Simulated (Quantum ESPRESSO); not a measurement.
## SrO (Fm-3m): from Born charge to LO-TO splitting

How high does the longitudinal optical mode of SrO (Fm-3m) lie, given the transverse one, the Born charge and ε∞?

Calculated with Quantum ESPRESSO 7.5; DFT PBE, scalar-relativistic, plane waves, PseudoDojo norm-conserving pseudopotentials.

The database entry behind the starting cell differs from later determinations by our own check (about 0.5 % short), so it need not match the best structure at ambient conditions.

## Step 1: Set-up

Symmetry: Fm-3m, No. 225, cubic system. Conventional cell: a = 5.191 Å, b = 5.191 Å, c = 5.191 Å, α = 90.00°, β = 90.00°, γ = 90.00°. Sr has 6 O at 2.60 Å nearest. Nearest to O lie 6 Sr at 2.60 Å. Farther neighbours and most contacts between anions are not listed.

As a file:

```xyz
2
Lattice="-2.5956 0.0000 2.5956 0.0000 2.5956 2.5956 -2.5956 2.5956 0.0000" Properties=species:S:1:pos:R:3 pbc="T T T"
Sr   -2.5956    2.5956    2.5956
O     0.0000    0.0000    0.0000
```

This is the cell after its relaxation at this level of theory, not the database cell from which that began.

## Step 2: What the response run gave

A linear-response run on the relaxed cell, with the response to an electric field; only its zone-centre results are used. Cutoff 92 Ry, k mesh 8×8×8.

The log of the run:

```text
[banners, grids, parts of the stress and lines that vanish by symmetry left out]
Program PHONON v.7.5
     Reading xml data from directory:

[...]
Exchange-correlation= PBE
                           (   1   4   3   4   0   0   0)
[...]
kinetic-energy cut-off    =      92.0000  Ry
     charge density cut-off    =     368.0000  Ry
     convergence threshold     =      1.0E-18
[...]
Exchange-correlation= PBE
                           (   1   4   3   4   0   0   0)
[...]
q = (   0.0000000   0.0000000   0.0000000 )
     49 Sym.Ops. (with q -> -q+G )
     G cutoff =  897.0587  (  27989 G-vectors)     FFT grid: ( 45, 45, 45)
     number of k points=    29
[...]
Mode symmetry, O_h (m-3m)  point group:
[...]
Dielectric constant
[...]
End of electric fields calculation
          Dielectric constant in cartesian axis
          (       3.772995386       0.000000000      -0.000000000 )
          (       0.000000000       3.772995386      -0.000000000 )
          (      -0.000000000      -0.000000000       3.772995386 )
          Effective charges (d Force / dE) in cartesian axis without acoustic sum rule applied (asr)
           atom    1  Sr    Mean Z*:        2.43776
      Ex  (        2.43776        0.00000       -0.00000 )
      Ey  (       -0.00000        2.43776        0.00000 )
      Ez  (       -0.00000        0.00000        2.43776 )
           atom    2  O     Mean Z*:       -2.43794
      Ex  (       -2.43794        0.00000        0.00000 )
      Ey  (        0.00000       -2.43794       -0.00000 )
      Ez  (        0.00000       -0.00000       -2.43794 )
          Effective charges Sum: Mean:       -0.00018
[...]
Effective charges (d Force / dE) in cartesian axis with asr applied:
           atom    1  Sr    Mean Z*:        2.43785
[...]
atom    2  O     Mean Z*:       -2.43785
[...]
Representation #   1 modes #   1   2   3
[...]
End of self-consistent calculation
     Convergence has been achieved
     Representation #   2 modes #   4   5   6
[...]
End of self-consistent calculation
     Convergence has been achieved
[...]
Dielectric constant in cartesian axis
          (       3.772995386       0.000000000      -0.000000000 )
          (       0.000000000       3.772995386      -0.000000000 )
          (      -0.000000000      -0.000000000       3.772995386 )
          Effective charges (d Force / dE) in cartesian axis without acoustic sum rule applied (asr)
           atom    1  Sr    Mean Z*:        2.43776
      Ex  (        2.43776        0.00000       -0.00000 )
      Ey  (       -0.00000        2.43776        0.00000 )
      Ez  (       -0.00000        0.00000        2.43776 )
           atom    2  O     Mean Z*:       -2.43794
      Ex  (       -2.43794        0.00000        0.00000 )
      Ey  (        0.00000       -2.43794       -0.00000 )
      Ez  (        0.00000       -0.00000       -2.43794 )
          Effective charges Sum: Mean:       -0.00018
[...]
Effective charges (d Force / dE) in cartesian axis with asr applied:
           atom    1  Sr    Mean Z*:        2.43785
[...]
atom    2  O     Mean Z*:       -2.43785
[...]
q = (    0.000000000   0.000000000   0.000000000 )
[...]
freq (    1) =       0.142999 [THz] =       4.769935 [cm-1]
     freq (    2) =       0.142999 [THz] =       4.769935 [cm-1]
     freq (    3) =       0.142999 [THz] =       4.769935 [cm-1]
     freq (    4) =       5.705742 [THz] =     190.323070 [cm-1]
     freq (    5) =       5.705742 [THz] =     190.323070 [cm-1]
     freq (    6) =       5.705742 [THz] =     190.323070 [cm-1]
[...]
Mode symmetry, O_h (m-3m)  point group:
     freq (   1-   3) =          4.8  [cm-1]   --> T_1u G_15  G_4- I
     freq (   4-   6) =        190.3  [cm-1]   --> T_1u G_15  G_4- I

   JOB DONE.
```

| quantity | value |
| --- | --- |
| cell volume Ω (Å³) | 34.974 |
| mass of Sr (u) | 87.620 |
| mass of O (u) | 15.999 |
| Born charge of Sr, raw (e) | 2.438 |
| Born charge of O, raw (e) | -2.438 |
| ε∞ | 3.773 |
| ω(TO) after the sum rule (cm⁻¹) | 190.0 |

## Step 3: The calculation

The charges must sum to zero over the cell; taking off their mean, 0.000 e, leaves Z* = 2.438 e on Sr. In the polar mode Sr moves against O, so the reduced mass is μ = 87.62 × 16.00 / 103.62 = 13.529 u.

A longitudinal wave builds up a field that adds to the restoring force: ω(LO)² = ω(TO)² + 4π Z*² / (μ Ω ε∞), in Hartree atomic units. With μ = 24661 electron masses and Ω = 236.01 bohr³ the second term is 3.4008e-06 Ha², or 163814 cm⁻² (1 Ha = 219474.6 cm⁻¹).

So ω(LO) = √(36096 + 163814) = 447.1 cm⁻¹, and by the Lyddane-Sachs-Teller relation ε₀ = ε∞ (ω(LO)/ω(TO))² = 20.90.

## Step 4: Check against the program

The analysis program adds the same non-analytic term to the full matrix, here for q along (1 0 0).

The log of the run:

```text
[banner, memory and clock lines left out]
Program DYNMAT v.7.5

     Reading Dynamical Matrix from file g.dyn
     ...Force constants read
     ...epsilon and Z* read

     Polarizability (A^3 units)
     multiply by 0.519661 for Clausius-Mossotti correction
         7.717593    0.000000   -0.000000
         0.000000    7.717593   -0.000000
        -0.000000   -0.000000    7.717593

     IR activities are in (D/A)^2/amu units

# mode   [cm-1]    [THz]      IR
    1     -0.00   -0.0000    0.0000
    2      0.00    0.0000    0.0000
    3      0.00    0.0000    0.0000
    4    189.99    5.6956   10.1351
    5    189.99    5.6956   10.1351
    6    447.11   13.4041   10.1351
```

ε₀ comes from the program's run without a direction of q.

| quantity | by hand | program |
| --- | --- | --- |
| ω(LO) (cm⁻¹) | 447.1 | 447.1 |
| ε₀ | 20.90 | 20.90 |

## Step 5: Summary of results

```json
{
  "TO mode": "190.0 cm⁻¹",
  "LO mode": "447.1 cm⁻¹",
  "static dielectric constant": "20.90"
}
```

What this shows: The LO mode of SrO (Fm-3m) lies at 447 cm⁻¹, 257 cm⁻¹ above the TO mode; the formula meets the program within 0.1 cm⁻¹, as it must for a cubic crystal with one polar mode. ω(LO)² − ω(TO)² goes with Z*²/ε∞: an error of 5 % in ε∞ would move the LO mode by 8.8 cm⁻¹, and semilocal functionals tend to overestimate ε∞. These are harmonic values at zero temperature, at the volume of this functional, for the structure held cubic; stability elsewhere in the zone is no part of this calculation.

[Host names and launcher messages were left out of these logs when they were recorded.]

[Logs are printed without paths, hosts, clocks, repeated set-up lines and the standing remarks that a program may print on its own settings, such as how far it seeks lower states.]

[Hosts, paths, dates, database ids (printed as entryN), source tags and the programs' standing remarks are cut or masked in the printed files.]
